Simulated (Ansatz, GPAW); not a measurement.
## Cutoff, mesh and smearing for a 2-layer slab of Cr(100)

How do cutoff, mesh, smearing and the dipole layer change the work function of a 2-layer slab of Cr(100)?

Method: Ansatz plane waves; slab in vacuum with a dipole correction, relaxation, in the first sound run; inputs show where later runs differ, in GPAW 26.7.0 and Ansatz 0.2.0.

This is a report of a sequence of runs, with most program output left out.

### 1. The starting structure

The cell holds 2 atoms: 2 Cr. Its edges and angles: a = 2.880 Å, b = 2.880 Å, c = 19.440 Å, α = 90.0°, β = 90.0°, γ = 90.0°. Vacuum lies along c.

### 2. Relaxation

The atoms are relaxed first, since the surface dipole, and with it the work function, follows the positions of the outer layers. The lowest 1 atoms are held at bulk positions and keep their forces.

The input, input.yaml:

```yaml
crystal:
  lattice:
    - [2.88, 0.0, 0.0]
    - [0.0, 2.88, 0.0]
    - [0.0, 0.0, 19.44]
  atoms:
    - { symbol: Cr, position: [0.5, 0.5, 0.462962963], spin: 2.0 }
    - { symbol: Cr, position: [0.0, 0.0, 0.537037037], spin: -2.0 }
magnetization:
  spin_polarized: true
kpoints:
  mp_grid: { grid: [11, 11, 1] }
hamiltonian:
  xc: pbe
scf:
  occupations: { method: fermi_dirac, width: 0.1 }
efield:
  axis: 3
  dipole_correction: true
  ramp_width: 0.05
relax:
  f_tol: 0.02
  max_steps: 60
  constraints: [{ sites: [0] }]
output:
  write_potential: true
  write_density: true
  volumetric_format: npy
```

On the command line:

```console
$ ansatz run input.yaml --threads 2 --pin off --max-ram 4096MiB --backend cpu --events-out ev --progress --plain --runs-dir out
```

Elapsed: 33 s, on 2 threads of Intel Xeon Platinum 8375C at 2.90GHz (Ice Lake), shared host; peak memory 0.52 GiB; 62 s of CPU time.

Step by step:

```
step  energy less that of the first step (eV)  largest force component (eV/Å)
   1                                   0.0000                          0.6787
   2                                  -0.0390                          0.4330
   3                                  -0.0620                          0.0419
   4                                  -0.0622                          0.0006
```

Forces are held to the 8 operations that the run works with; a distortion that breaks them can't arise in this run.

The atoms that moved most (Å):

```
atom     dx     dy      dz  length
 Cr2  0.000  0.000  -0.174   0.174
```

Final coordinates:

```xyz
2
Lattice="2.8800 0.0000 0.0000 0.0000 2.8800 0.0000 0.0000 0.0000 19.4400" Properties=species:S:1:pos:R:3
Cr    1.4400    1.4400    9.0000
Cr    0.0000    0.0000   10.2655
```

Numbers from this step:

```
free energy             : -6752.7761 eV
smearing term TS        : 0.04155 eV
absolute magnetization  : 6.093 μB
site moments            : 2.523, -2.523 μB
symmetry operations     : 8
upper work function     : 3.599 eV
lower work function     : 3.597 eV
dipole along the normal : -8.42e-5 e·Å
dipole field            : -9.45e-5 V/Å
vacuum level above      : 3.482 eV
vacuum level below      : 3.480 eV
```

Electrostatic potential energy of an electron (with the applied field's), less the Fermi level, planar mean against z:

```
z (Å)  electrostatic potential energy of an electron (with the applied field's), less the Fermi level, planar mean (eV)
  0.0                                                                                                              3.60
  0.5                                                                                                              3.60
  1.0                                                                                                              3.60
  1.5                                                                                                              3.60
  2.0                                                                                                              3.60
  2.5                                                                                                              3.60
  3.0                                                                                                              3.60
  3.5                                                                                                              3.60
  4.0                                                                                                              3.60
  4.5                                                                                                              3.60
  5.0                                                                                                              3.59
  5.5                                                                                                              3.58
  6.0                                                                                                              3.55
  6.5                                                                                                              3.47
  7.0                                                                                                              3.21
  7.5                                                                                                              2.46
  8.0                                                                                                             0.142
  8.5                                                                                                             -7.11
  9.0                                                                                                             -11.4
  9.5                                                                                                             -11.2
 10.0                                                                                                             -11.4
 10.5                                                                                                             -10.2
 11.0                                                                                                             -3.24
 11.5                                                                                                              1.57
 12.0                                                                                                              2.91
 12.5                                                                                                              3.37
 13.0                                                                                                              3.52
 13.5                                                                                                              3.57
 14.0                                                                                                              3.59
 14.5                                                                                                              3.59
 15.0                                                                                                              3.60
 15.5                                                                                                              3.60
 16.0                                                                                                              3.60
 16.5                                                                                                              3.60
 17.0                                                                                                              3.60
 17.5                                                                                                              3.60
 18.0                                                                                                              3.60
 18.5                                                                                                              3.60
 19.0                                                                                                              3.60
```

Table of valence density, planar mean by z:

```
z (Å)  density (e/Å³)  rho spin (e/Å³)
  4.5          5.0e-5           3.0e-5
  5.0          1.4e-4           8.9e-5
  5.5          3.8e-4           2.5e-4
  6.0         0.00113           7.2e-4
  6.5         0.00337          0.00208
  7.0          0.0101          0.00602
  7.5          0.0295           0.0169
  8.0          0.0963           0.0482
  8.5           0.636            0.165
  9.0            1.86            0.334
  9.5           0.858           0.0876
 10.0            1.44           -0.239
 10.5            1.46           -0.286
 11.0           0.241          -0.0900
 11.5          0.0532          -0.0292
 12.0          0.0179          -0.0105
 12.5         0.00602         -0.00365
 13.0         0.00202         -0.00126
 13.5          6.8e-4          -4.4e-4
 14.0          2.4e-4          -1.6e-4
 14.5          8.6e-5          -5.5e-5
 15.0          2.0e-5          -1.9e-5
```

Site moment by atom:

```
atom  site moment (μB)
 Cr1              2.52
 Cr2             -2.52
```

The relaxation lowered the energy of the cell by 0.0622 eV.

### 3. Plane waves, PBE

With the geometry fixed, the planar mean of the potential gives the vacuum level on each side.

This step: GPAW, PAW setups; slab in vacuum (GPAW 26.7.0).

The input, run.py:

```python
import json
import numpy as np
from ase import Atoms
from gpaw import GPAW, PW

slab = Atoms(
    ['Cr', 'Cr'],
    positions=[
        [1.44000, 1.44000, 9.00000],
        [-0.00000, 0.00000, 10.26552]],
    cell=[[2.88, 0.0, 0.0], [0.0, 2.88, 0.0], [0.0, 0.0, 19.44]],
    pbc=[True, True, False],
    magmoms=[2.0, -2.0])

slab.calc = GPAW(mode=PW(400), xc='PBE', kpts={'size': (11, 11, 1), 'gamma': True},
                 occupations={'name': 'fermi-dirac', 'width': 0.1}, nbands='140%',
                 convergence={'density': 1e-05}, maxiter=200,
                 poissonsolver={'dipolelayer': 'xy'},
                 symmetry={'tolerance': 1e-3}, txt='slab.txt')
result = {}
energy = slab.get_potential_energy()
fermi = slab.calc.get_fermi_level()
v = slab.calc.get_electrostatic_potential().mean((0, 1)) - fermi
n = slab.calc.get_pseudo_density().mean((0, 1))
L = slab.cell[2, 2]
z = np.arange(len(v)) * L / len(v)
low, high = slab.positions[:, 2].min(), slab.positions[:, 2].max()
below, above = np.interp([low - 6.8, high + 6.8], z, v)
slopes = [np.interp(x, z, np.gradient(v, z)) for x in (low - 6.8, high + 6.8)]
eps = np.array([[slab.calc.get_eigenvalues(k, s) for k in range(len(slab.calc.get_ibz_k_points()))]
                for s in range(slab.calc.get_number_of_spins())]) - fermi
top, bottom = eps[eps < 0].max(), eps[eps > 0].min()
dipole = slab.get_dipole_moment()[2]
print(f'energy {energy:.4f} eV, Fermi level {fermi:.4f} eV, dipole {dipole:.5f} e A')
print(f'potential 6.8 A off the faces, from the Fermi level: lower {below:.4f} eV, upper {above:.4f} eV')
print(f'slope of the potential there: lower {slopes[0]:.5f}, upper {slopes[1]:.5f} eV/A')
print(f'nearest levels on the mesh: {top:.4f} and {bottom:.4f} eV')
print('magnetic moment', round(slab.get_magnetic_moment(), 3))
result.update(energy=energy, fermi=fermi, dipole=dipole, below=below, above=above, slopes=slopes, edges=[top, bottom],
              z=z.tolist(), v=v.tolist(), n=n.tolist(), positions=slab.positions.tolist(),
              forces=slab.get_forces(apply_constraint=False).tolist(), moments=slab.get_magnetic_moments().tolist())
json.dump(result, open('result.json', 'w'))
```

On the command line:

```console
$ OMP_NUM_THREADS=1 OPENBLAS_NUM_THREADS=2 python run.py
```

The job ended after 36 s (2 threads; peak memory 0.19 GiB).

Numbers from this step:

```
dipole along the normal                    : 2.02e-4 e·Å
levels nearest the Fermi level on the mesh : -0.01883, 0.001049 eV from the Fermi level
upper work function                        : 3.591 eV
lower work function                        : 3.591 eV
site moments                               : 2.644, -2.644 μB
sum of the site moments                    : 0 μB
```

Electrostatic potential energy of an electron (without an applied field's), less the Fermi level, planar mean against z:

z (Å), electrostatic potential energy of an electron (without an applied field's), less the Fermi level, planar mean (eV) and a bar from the least value:
```
      0.0        3.6 ##############################
      0.5        3.6 ##############################
      1.0        3.6 ##############################
      1.5        3.6 ##############################
      2.0        3.6 ##############################
      2.5        3.6 ##############################
      3.0        3.6 ##############################
      3.5        3.6 ##############################
      4.0        3.6 ##############################
      4.5        3.6 ##############################
      5.0        3.6 ##############################
      5.5        3.6 ##############################
      6.0        3.5 ##############################
      6.5        3.5 ##############################
      7.0        3.2 #############################
      7.5        2.5 ############################
      8.0        0.3 #########################
      8.5       -6.5 ##############
      9.0      -15.4 
      9.5      -10.1 ########
     10.0      -13.3 ###
     10.5      -12.5 #####
     11.0       -2.4 ####################
     11.5        1.6 ###########################
     12.0        2.9 #############################
     12.5        3.4 ##############################
     13.0        3.5 ##############################
     13.5        3.6 ##############################
     14.0        3.6 ##############################
     14.5        3.6 ##############################
     15.0        3.6 ##############################
     15.5        3.6 ##############################
     16.0        3.6 ##############################
     16.5        3.6 ##############################
     17.0        3.6 ##############################
     17.5        3.6 ##############################
     18.0        3.6 ##############################
     18.5        3.6 ##############################
     19.0        3.6 ##############################
```

Table of pseudo valence density, planar mean by z:

```
z (Å)  pseudo valence density, planar mean (e/Å³)
    4                                      1.6e-5
    5                                      1.3e-4
    6                                     0.00113
    7                                      0.0101
    8                                      0.0937
    9                                       0.599
   10                                       0.555
   11                                       0.187
   12                                      0.0180
   13                                     0.00202
   14                                      2.4e-4
   15                                      2.8e-5
```

Site moment by atom:

```
atom  site moment (μB)
 Cr1              2.64
 Cr2             -2.64
```

Force by atom:

```
atom  x (eV/Å)  y (eV/Å)  z (eV/Å)    size
 Cr1    0.0000    0.0000   -0.0681  0.0681
 Cr2    0.0000    0.0000    0.0679  0.0679
```

The potential is flat to 1.2e-4 eV/Å where it is read, so the vacuum is wide enough. The geometry is the other program's minimum; here the largest force on a free atom is 0.068 eV/Å.

### 4. Cutoff 200

The cutoff limits how sharply the smooth valence waves can vary, which tells mostly near the atoms.

run.py: that of step 3 with these lines changed.

```diff
@@ -14,3 +14,3 @@
 
-slab.calc = GPAW(mode=PW(400), xc='PBE', kpts={'size': (11, 11, 1), 'gamma': True},
+slab.calc = GPAW(mode=PW(200), xc='PBE', kpts={'size': (11, 11, 1), 'gamma': True},
                  occupations={'name': 'fermi-dirac', 'width': 0.1}, nbands='140%',
```

Elapsed: 17 s, on 2 threads; peak memory 0.14 GiB.

The run finished. A setting was moved off its sound value on purpose, so it serves as a test and not as the result.

The fault put into the input: a cutoff under that of the base run: the energy of the cell lies 0.90 eV from the base value (ecut = 200).

Side by side:

```
                    quantity   this run  sound run  difference
    upper work function (eV)     3.6082     3.5907      0.0175
    lower work function (eV)     3.6065     3.5907      0.0158
sum of the site moments (μB)  -2.804e-4  -4.930e-6     -2.8e-4
```

### 5. Cutoff 300

run.py: that of step 4 with these lines changed.

```diff
@@ -14,3 +14,3 @@
 
-slab.calc = GPAW(mode=PW(200), xc='PBE', kpts={'size': (11, 11, 1), 'gamma': True},
+slab.calc = GPAW(mode=PW(300), xc='PBE', kpts={'size': (11, 11, 1), 'gamma': True},
                  occupations={'name': 'fermi-dirac', 'width': 0.1}, nbands='140%',
```

Elapsed: 44 s, on 2 threads; peak memory 0.17 GiB.

The run finished. A setting was moved off its sound value on purpose, so it serves as a test and not as the result.

The fault put into the input: a cutoff under that of the base run: the energy of the cell lies 0.18 eV from the base value (ecut = 300).

Side by side:

```
                    quantity   this run  sound run  difference
    upper work function (eV)     3.5927     3.5907     0.00197
    lower work function (eV)     3.5925     3.5907     0.00179
sum of the site moments (μB)  -1.549e-5  -4.930e-6     -1.1e-5
```

(Part 1 of 3 ends here.)

[Logs are printed without paths, hosts, clocks, repeated set-up lines and the standing remarks that a program may print on its own settings, such as how far it seeks lower states.]

[Hosts, paths, dates, database ids (printed as entryN), source tags and the programs' standing remarks are cut or masked in the printed files.]
